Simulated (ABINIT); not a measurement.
Computed results, one entry a study.

```xyz
4
Lattice="3.190 0.000 0.000 -1.595 2.763 0.000 0.000 0.000 5.189" Properties=species:S:1:pos:R:3 pbc="T T T" subject="A GW chain in ABINIT: GaN (P6_3mc)" method="RPA screening on PBE with spin-orbit coupling, plane waves, norm-conserving pseudopotentials (and 2 further levels or steps)" program="ABINIT 10.8.3" settings="cutoff 45 Ha, PseudoDojo fully relativistic 0.4 stringent, norm-conserving, ngkpt (3, 3, 2), nband 134, ecuteps 4.4 Ha, shiftk (0, 0, 0), symchi 1, awtr 1, frequency ppm, 3×3×2 k-mesh" notes="The database entry behind the starting cell has ideal inner coordinates that were not refined. The program’s warnings: Neglecting <n,k|[Vnl,iqr]|m,k> and nproc spkpt=  >= nkpt= * nsppol=. The cell and positions come from the Crystallography Open Database and are kept as given unless a step says otherwise. Limits: screening head approximate. The 3×3×2 mesh is coarse for this cell, which bears on the long-range parts of exchange and screening." pbe_gap="1.92 eV, direct" g0w0_gap_on_the_mesh="2.49 eV" gw_settings="3×3×2 mesh, 134 bands, screening to 119.7 eV, Godby-Needs plasmon pole" known_limits="short of the basis limit; screening head approximate; coarse k mesh"
Ga    1.595    0.921    0.000
Ga    0.000    1.842    2.595
N     1.595    0.921    1.946
N     0.000    1.842    4.540
```

[Long decimals in the printed logs are rounded to 6 places.]

[Logs are printed without paths, hosts, clocks, repeated set-up lines and the standing remarks that a program may print on its own settings, such as how far it seeks lower states.]

[Paths, hosts, dates, memory and timing lines, banners, echoed tables and standing remarks are left out of the program output; an Ansatz launch command may be rebuilt from the run's recorded settings. Measured values are a selection of at most five: reports struck by readers or far from the other reports are left out. None is set beside runs whose start may be inverted or whose files or cutoffs have a known fault.]

[Runs of the session that timed out or met a known fault of the program may be left out.]

[Hosts, paths, dates, database ids (printed as entryN), source tags and the programs' standing remarks are cut or masked in the printed files.]

[G0W0 gaps are taken among the corrected bands and points alone; a level outside them can change the order at an edge.]

[Where Ansatz stands beside ABINIT at settings called matched, ABINIT's density can come from a denser mesh and the files from another edition; pairs whose starting gaps differed by over 0.03 eV were left out, so agreement reads better than it is.]
